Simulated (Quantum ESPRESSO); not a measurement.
# CaO (Lime): a mode Grüneisen parameter, worked out

Wanted: a fit of frequency against volume for CaO (Lime), tested on a run that is left out of it.

Method: DFT PBE, scalar-relativistic, plane waves, PseudoDojo norm-conserving pseudopotentials, in Quantum ESPRESSO 7.5.

## Step 1: The relaxed structure

It takes space group Fm-3m (No. 225, cubic). The conventional cell has a = 4.827 Å, b = 4.827 Å, c = 4.827 Å, α = 90.00°, β = 90.00°, γ = 90.00°. Nearest to Ca lie 6 O at 2.41 Å. O has 6 Ca at 2.41 Å nearest. Farther neighbours and most contacts between anions are not listed.

This is the cell after its relaxation at this level of theory, not the database cell from which that began.

## Step 2: Runs at several volumes

The relaxed cell is scaled uniformly; in this structure symmetry fixes all atoms, so nothing has to be relaxed anew. Each volume gets a ground state and a response at Γ. The mode followed is the highest one without the macroscopic field, of symmetry T1u; longitudinal polar modes lie higher. Cutoff 92 Ry, k mesh 8×8×8.

From the response at V/V₀ = 0.97:

Log:

```text
[banners, grids, parts of the stress and lines that vanish by symmetry left out]
Program PHONON v.7.5
     Reading xml data from directory:

[...]
Exchange-correlation= PBE
                           (   1   4   3   4   0   0   0)
[...]
kinetic-energy cut-off    =      92.0000  Ry
     charge density cut-off    =     368.0000  Ry
     convergence threshold     =      1.0E-18
[...]
Exchange-correlation= PBE
                           (   1   4   3   4   0   0   0)
[...]
q = (   0.0000000   0.0000000   0.0000000 )
     49 Sym.Ops. (with q -> -q+G )
     G cutoff =  759.8934  (  22075 G-vectors)     FFT grid: ( 40, 40, 40)
     number of k points=    29
[...]
Mode symmetry, O_h (m-3m)  point group:
[...]
Dielectric constant
[...]
End of electric fields calculation
          Dielectric constant in cartesian axis
          (       3.783724953       0.000000000      -0.000000000 )
          (       0.000000000       3.783724953       0.000000000 )
          (       0.000000000       0.000000000       3.783724953 )
          Effective charges (d Force / dE) in cartesian axis without acoustic sum rule applied (asr)
           atom    1  Ca    Mean Z*:        2.36370
      Ex  (        2.36370        0.00000       -0.00000 )
      Ey  (        0.00000        2.36370       -0.00000 )
      Ez  (       -0.00000       -0.00000        2.36370 )
           atom    2  O     Mean Z*:       -2.36348
      Ex  (       -2.36348       -0.00000        0.00000 )
      Ey  (       -0.00000       -2.36348       -0.00000 )
      Ez  (        0.00000        0.00000       -2.36348 )
          Effective charges Sum: Mean:        0.00022
[...]
Effective charges (d Force / dE) in cartesian axis with asr applied:
           atom    1  Ca    Mean Z*:        2.36359
[...]
atom    2  O     Mean Z*:       -2.36359
[...]
Representation #   1 modes #   1   2   3
[...]
End of self-consistent calculation
     Convergence has been achieved
     Representation #   2 modes #   4   5   6
[...]
End of self-consistent calculation
     Convergence has been achieved
[...]
Dielectric constant in cartesian axis
          (       3.783724953       0.000000000      -0.000000000 )
          (       0.000000000       3.783724953       0.000000000 )
          (       0.000000000       0.000000000       3.783724953 )
          Effective charges (d Force / dE) in cartesian axis without acoustic sum rule applied (asr)
           atom    1  Ca    Mean Z*:        2.36370
      Ex  (        2.36370        0.00000       -0.00000 )
      Ey  (        0.00000        2.36370       -0.00000 )
      Ez  (       -0.00000       -0.00000        2.36370 )
           atom    2  O     Mean Z*:       -2.36348
      Ex  (       -2.36348       -0.00000        0.00000 )
      Ey  (       -0.00000       -2.36348       -0.00000 )
      Ez  (        0.00000        0.00000       -2.36348 )
          Effective charges Sum: Mean:        0.00022
[...]
Effective charges (d Force / dE) in cartesian axis with asr applied:
           atom    1  Ca    Mean Z*:        2.36359
[...]
atom    2  O     Mean Z*:       -2.36359
[...]
q = (    0.000000000   0.000000000   0.000000000 )
[...]
freq (    1) =       0.212144 [THz] =       7.076363 [cm-1]
     freq (    2) =       0.212144 [THz] =       7.076363 [cm-1]
     freq (    3) =       0.212144 [THz] =       7.076363 [cm-1]
     freq (    4) =       8.315510 [THz] =     277.375550 [cm-1]
     freq (    5) =       8.315510 [THz] =     277.375550 [cm-1]
     freq (    6) =       8.315510 [THz] =     277.375550 [cm-1]
[...]
Mode symmetry, O_h (m-3m)  point group:
     freq (   1-   3) =          7.1  [cm-1]   --> T_1u G_15  G_4- I
     freq (   4-   6) =        277.4  [cm-1]   --> T_1u G_15  G_4- I

   JOB DONE.
```

One volume, V/V₀ = 1, is held back as a test.

| V/V₀ | volume (Å³/atom) | pressure (GPa) | ω (cm⁻¹) |
| --- | --- | --- | --- |
| 0.97 | 13.634 | 3.44 | 277.38 |
| 1 | 14.055 | 0.00 | held back |
| 1.03 | 14.477 | -2.92 | 234.35 |

## Step 3: The fit

The mode Grüneisen parameter is γ = −d ln ω / d ln V.

```csv
ln(V/V₀),ln ω
-0.0305,5.6254
0.0296,5.4568
```

A straight line through these points has the slope -2.809, so γ = 2.81; at V/V₀ = 1 it predicts ω = exp(5.5398 + 0.0000) = 254.64 cm⁻¹.

A parabola of pressure against ln V through V/V₀ = 0.97, 1 and 1.03 gives the bulk modulus B = −dP/d ln V = 106 GPa at V₀. With ω₀ from the fitted line the pressure coefficient follows as dω/dP = γ ω₀ / B = 2.81 × 254.6 / 106 = 6.76 cm⁻¹/GPa.

## Step 4: The run that was held back

Log:

```text
[banners, grids, parts of the stress and lines that vanish by symmetry left out]
[banner, memory and clock lines left out]
Program PHONON v.7.5

[...]
Exchange-correlation= PBE
                           (   1   4   3   4   0   0   0)
[...]
(   8 q-points):
[...]
kinetic-energy cut-off    =      92.0000  Ry
     charge density cut-off    =     368.0000  Ry
     convergence threshold     =      1.0E-18
[...]
Exchange-correlation= PBE
                           (   1   4   3   4   0   0   0)
[...]
q = (   0.0000000   0.0000000   0.0000000 )
     49 Sym.Ops. (with q -> -q+G )
     G cutoff =  775.4817  (  22419 G-vectors)     FFT grid: ( 40, 40, 40)
     number of k points=    29
[...]
Mode symmetry, O_h (m-3m)  point group:
[...]
Dielectric constant
[...]
End of electric fields calculation
          Dielectric constant in cartesian axis
          (       3.772566173      -0.000000000       0.000000000 )
          (       0.000000000       3.772566173       0.000000000 )
          (       0.000000000       0.000000000       3.772566173 )
          Effective charges (d Force / dE) in cartesian axis without acoustic sum rule applied (asr)
           atom    1  Ca    Mean Z*:        2.35414
      Ex  (        2.35414       -0.00000        0.00000 )
      Ey  (       -0.00000        2.35414       -0.00000 )
      Ez  (        0.00000        0.00000        2.35414 )
           atom    2  O     Mean Z*:       -2.35390
      Ex  (       -2.35390        0.00000       -0.00000 )
      Ey  (       -0.00000       -2.35390        0.00000 )
[...]
Convergence has been achieved
[...]
Convergence has been achieved
[...]
Convergence has been achieved
[...]
q = (    0.000000000  -1.000000000   0.000000000 )
[...]
freq (    5) =       8.502100 [THz] =     283.599544 [cm-1]
     freq (    6) =      11.496309 [THz] =     383.475594 [cm-1]
[...]
Mode symmetry, D_4h(4/mmm) point group:
     freq (   1-   2) =        197.9  [cm-1]   --> E_u  X_5' M_5'
     freq (   3-   3) =        278.0  [cm-1]   --> A_2u X_4' M_4'
     freq (   4-   5) =        283.6  [cm-1]   --> E_u  X_5' M_5'
     freq (   6-   6) =        383.5  [cm-1]   --> A_2u X_4' M_4'
[...]
Mode symmetry, D_2d (-42m) point group:
[...]
Representation #   1 mode #   1
[...]
Convergence has been achieved
     Representation #   2 mode #   2
[...]
Convergence has been achieved
     Representation #   3 modes #   3   4
[...]
End of self-consistent calculation
     Convergence has been achieved
     Representation #   4 modes #   5   6
[...]
End of self-consistent calculation
     Convergence has been achieved
[...]
q = (   -0.500000000  -1.000000000   0.000000000 )
[...]
freq (    1) =       6.893080 [THz] =     229.928406 [cm-1]
     freq (    2) =       7.571143 [THz] =     252.546134 [cm-1]
     freq (    3) =       7.571143 [THz] =     252.546134 [cm-1]
     freq (    4) =      10.031452 [THz] =     334.613216 [cm-1]
     freq (    5) =      10.031452 [THz] =     334.613216 [cm-1]
     freq (    6) =      10.363341 [THz] =     345.683850 [cm-1]
[...]
Mode symmetry, D_2d (-42m) point group:
     freq (   1-   1) =        229.9  [cm-1]   --> B_2  X_3  W_2
     freq (   2-   3) =        252.5  [cm-1]   --> E    X_5  W_3
     freq (   4-   5) =        334.6  [cm-1]   --> E    X_5  W_3
     freq (   6-   6) =        345.7  [cm-1]   --> A_1  X_1  W_1
```

It gives 255.64 cm⁻¹ against the predicted 254.64 cm⁻¹, a miss of 1 cm⁻¹.

## Step 5: Results

```yaml
mode_grueneisen_parameter: 2.809
bulk_modulus: 106 GPa
pressure_coefficient: 6.76 cm⁻¹/GPa
```

What this shows: The highest optical mode of CaO (Lime) without the LO-TO term stiffens by 6.76 cm⁻¹ a GPa near the relaxed volume, with γ = 2.81. The power law meets all 3 runs within 0.40 %; between neighbouring volumes γ runs from 2.68 to 2.94. Such a coefficient turns a measured shift of this mode into a hydrostatic stress; uniaxial or biaxial stress splits the mode and needs deformation potentials. These are harmonic values at zero temperature for the structure held cubic, which a run at Γ can't show to be stable; the bulk modulus rests on three points.

[Host names and launcher messages were left out of these logs when they were recorded.]

[Logs are printed without paths, hosts, clocks, repeated set-up lines and the standing remarks that a program may print on its own settings, such as how far it seeks lower states.]

[Hosts, paths, dates, database ids (printed as entryN), source tags and the programs' standing remarks are cut or masked in the printed files.]
